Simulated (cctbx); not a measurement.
# FeBiPt: solution and refinement

Cell a = 6.6460 Å, b = 4.2540 Å, c = 7.3900 Å, α = 90.00°, β = 90.00°, γ = 90.00°; space group Pnma (no. 62); content Bi4 Pt4 Fe4.

The data are simulated with cctbx, not measured: Mo Kα, λ = 0.71073 Å, to d = 0.6 Å, 95 % of the full sphere, strongest reflection 40000 counts, noise from counting, a 2 % proportional error and a noise floor of 4 counts (s.d.); no absorption.

Charge flipping in P1 on normalised amplitudes to 0.8 Å, δ = 1.1 σ, 30 % of the reflections treated as weak, 150 cycles:

```text
cycle      R  skewness
    0  0.590     0.26
   12  0.502     1.97
   24  0.463     2.44
   36  0.455     2.83
   48  0.457     2.75
   60  0.458     2.85
   72  0.460     2.64
   84  0.457     2.88
   96  0.457     2.69
  108  0.467     2.79
  120  0.446     2.61
  132  0.457     2.74
  144  0.465     2.66
origin shift          correlation  skewness
 0.474  0.408  0.459      0.807      3.59
 0.464  0.029  0.002      0.785      0.84
 0.460  0.036  0.112      0.807      1.90
-0.014  0.441  0.163      0.772      2.58
taken: symmetry correlation 0.807, skewness 3.59
peak      x       y       z  mult  height/sigma
Q1    0.9966  0.2500  0.6977    4     12.9
Q2    0.2236  0.2500  0.0874    4      7.2
Q3    0.2035  0.7500  0.9016    4      4.2
Q4    0.2194  0.2500  0.5156    4      3.6
Q5    0.2266  0.6214  0.4293    8      3.0
Q6    0.0819  0.7500  0.6691    4      1.9
Q7    0.1871  0.2500  0.2876    4      1.7
Q8    0.0641  0.2500  0.1939    4      1.6
```

The origin is taken among those within 0.04 of the best correlation, by the skewness of the map.

It took 0.3 s on 1 thread of Arm Neoverse V2, with other jobs on the host, peak memory 0.07 GiB.

Q: Assign the peaks.

Heights go roughly as Z and multiplicities must add up to the content. First model: Q1 = Bi1 (4 in the cell, height 12.9), Q2 = Pt1 (4 in the cell, height 7.2) and Q3 = Fe1 (4 in the cell, height 4.2). Against the true structure, Q1 is Bi, Q2 is Pt and Q3 is Fe; the other peaks are not atoms.

Least squares on F², isotropic:

```text
Rint 0.022, 551 unique reflections to 0.60 A
cycle     R1     wR2    GooF  max shift (A)
   1  0.4001  0.7226  43.013   0.18163
   3  0.0262  0.0665   3.958   0.00000
final R1 0.0262 wR2 0.0665 GooF 3.958  parameters 9  data/parameter 61.2
atom        x        y        z      Ueq    occ   su(xyz)  su(Uiso or U11)
Bi1    0.98690  0.25000  0.69859   0.0043  1.000  0.00006  0.0001
Pt1    0.21447  0.25000  0.09518   0.0042  1.000  0.00006  0.0001
Fe1    0.18224  0.75000  0.91723   0.0050  1.000  0.00026  0.0003
difference map: max 12.92 min -8.50 rms 0.86
Q1    0.0645  0.7500  0.2899    4   14.18  0.35 A from Bi1
Q2    0.0396  0.2500  0.6868    4   13.91  0.36 A from Bi1
Q3    0.2519  0.2500  0.0626    4    4.01  0.35 A from Pt1
Q4    0.1745  0.2500  0.1298    4    2.96  0.37 A from Pt1
Q5    0.0250  0.5520  0.3030    8    2.82  0.85 A from Bi1
```

Anisotropic refinement:

```text
Rint 0.022, 551 unique reflections to 0.60 A
cycle     R1     wR2    GooF  max shift (A)
   1  0.0261  0.0665   3.992   0.00142
   2  0.0068  0.0152   0.912   0.00000
final R1 0.0068 wR2 0.0152 GooF 0.912  parameters 18  data/parameter 30.6
atom        x        y        z      Ueq    occ   su(xyz)  su(Uiso or U11)
Bi1    0.98690  0.25000  0.69860   0.0042  1.000  0.00001  0.0000
Pt1    0.21448  0.25000  0.09522   0.0042  1.000  0.00001  0.0000
Fe1    0.18206  0.75000  0.91712   0.0049  1.000  0.00006  0.0001
difference map: max 0.97 min -1.01 rms 0.23
Q1    0.1738  0.7500  0.6216    4    1.03  0.77 A from Pt1
Q2    0.0901  0.0255  0.8510    8    0.94  1.41 A from Fe1
Q3    0.0222  0.7500  0.0199    4    0.93  1.31 A from Fe1
Q4    0.1439  0.2500  0.5191    4    0.80  1.38 A from Fe1
Q5    0.1358  0.2500  0.3641    4    0.76  1.27 A from Fe1
Q6    0.0760  0.7500  0.1981    4    0.74  0.87 A from Bi1
```

**Reading.** The refinement ends at R1 = 0.0068, wR2 = 0.0152, GooF = 0.91, with difference density between -1.01 and 0.97 e/Å³. Every site matches the true model in element, within 0.001 Å r.m.s., up to an allowed shift of origin.

True model:

```csv
atom,mult.,x,y,z,Ueq (Å²)
Bi1,4,0.5131,3/4,0.1986,0.0042
Pt1,4,0.2855,3/4,0.5952,0.0042
Fe1,4,0.1819,3/4,0.9171,0.0048
```

The model was made for the exercise: a known structure type with other elements put in, its volume estimated, not relaxed; displacement parameters are assumed.

[Middle refinement cycles are left out of these outputs.]

[Logs are printed without paths, hosts, clocks, repeated set-up lines and the standing remarks that a program may print on its own settings, such as how far it seeks lower states.]
